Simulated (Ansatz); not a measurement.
SiC (P6_3mc): refractive index against wavelength

The refractive index of SiC (P6_3mc) along x below the direct gap (4.08 eV on the mesh) is read from one computed spectrum, n = √(Re ε). x, y and z are the Cartesian axes of the input cell.

Cell: a, b, c = 3.076, 3.076, 5.048 Å (primitive vectors), 4 atoms.

Method: Ansatz 0.2.0, PBE, independent particles, k-mesh 12×12×7 with interpolation inside its cells, Gaussian parameter 0.15 eV.

Launch of the response step: `ansatz run input.yaml --threads 4 --pin off --max-ram 8192MiB --backend cpu --events-out ev --progress --plain --runs-dir out`. The run took 12 s, on 4 threads of Arm Neoverse V2 (shared host).

| wavelength (nm) | photon energy E (eV) | n |
| --- | --- | --- |
| 1310 | 0.946 | 2.6854 |
| 1064 | 1.165 | 2.6956 |
| 850 | 1.459 | 2.7129 |
| 700 | 1.771 | 2.7365 |
| 633 | 1.959 | 2.7533 |
| 532 | 2.331 | ? |
| 450 | 2.755 | 2.8529 |

In the single-oscillator model n² − 1 = E₀E_d/(E₀² − E²), so 1/(n² − 1) = E₀/E_d − E²/(E₀E_d) is linear in E².

Working, on the rows shown:

| x = E² (eV²) | y = 1/(n² − 1) |
| --- | --- |
| 0.895757 | 0.160995 |
| 1.35784 | 0.159585 |
| 2.12762 | 0.157237 |
| 3.13716 | 0.15412 |
| 3.83641 | 0.15196 |
| 7.59115 | 0.140075 |

Means: x̄ = 3.1577, ȳ = 0.154. Σ(x − x̄)(y − ȳ) = -0.09233, Σ(x − x̄)² = 29.53. Slope = -0.09233 / 29.53 = -0.003126; intercept = ȳ − slope · x̄ = 0.16387. Turned back into n, the line misses the rows shown by at most 0.00068.

Problem. What does the fit predict for the withheld row, and how well does it do?

Solution. At x = 5.4314 the line gives y = 0.14689, that is 2.7943. The run gave 2.7937, so the interpolation is off by 0.00057, 0.3 % of the range in the table.

Refitted with all rows, the slope is -0.003122 and the intercept 0.16386. These give E₀ = √(intercept/−slope) = 7.24 eV and E_d = E₀/intercept = 44.2 eV; E₀ is 1.8 times the direct gap. The electronic limit at long wavelengths, without lattice vibrations, is n = √(1 + 1/intercept) = 2.665. Excitons are left out and so are local fields; PBE gaps are as a rule too small.
